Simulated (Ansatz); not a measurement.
# Gate voltage at the highest density: 2H-WOS monolayer

A layer charged from two gates alike needs a voltage that grows with the carrier density; the slope is e over the total capacitance.

How it was computed: Ansatz 0.2.0, plane waves with PAW datasets (its set soft_2), r2SCAN-D4; isolated slab, charged sheets 5 Å from the outer atoms behind model barriers, atoms held, Fermi-Dirac smearing of 0.02585 eV. The voltage is that of the gates (their mean) against the layer's Fermi level, from the uncharged case, which has a gap of 1.69 eV.

```
  run  added electrons (10¹³ per cm²)  gate voltage (V)
run 1                            0.50              1.02
run 2                            2.00              1.65
run 3                            6.00                 ?
```

**Question.** What value belongs in the row marked “?”, and how far can the other rows tell?

Two rows fix a line: slope = (1.65 − 1.02) / (2.00 − 0.50) = 0.4200, intercept 0.8100. The capacitance is 1.602/0.4200 = 3.81 µF/cm², against 3.54 µF/cm² for plates 5 Å apart in vacuum on both sides; it is the larger, as where the added charge has its centre outside the outer atoms (not examined here). The intercept is mostly the shift of the Fermi level from inside the gap to the band edge. At 6.00 it gives 0.4200 × 6.00 + 0.8100 = 3.33 V, beyond the rows fitted. Rounding of the rows alone allows about ±0.032 V there; two rows can't show whether the line holds.

The run itself gives 3.27 V: a miss of −0.06 V, or 1.8 % of the value. The capacitance rises a little towards the highest density.

**Limits.** The gates are model sheets, not atoms, and low densities sample few k-points. Spin-orbit coupling is left out, which changes the bands of elements this heavy.

[Logs are printed without paths, hosts, clocks, repeated set-up lines and the standing remarks that a program may print on its own settings, such as how far it seeks lower states.]
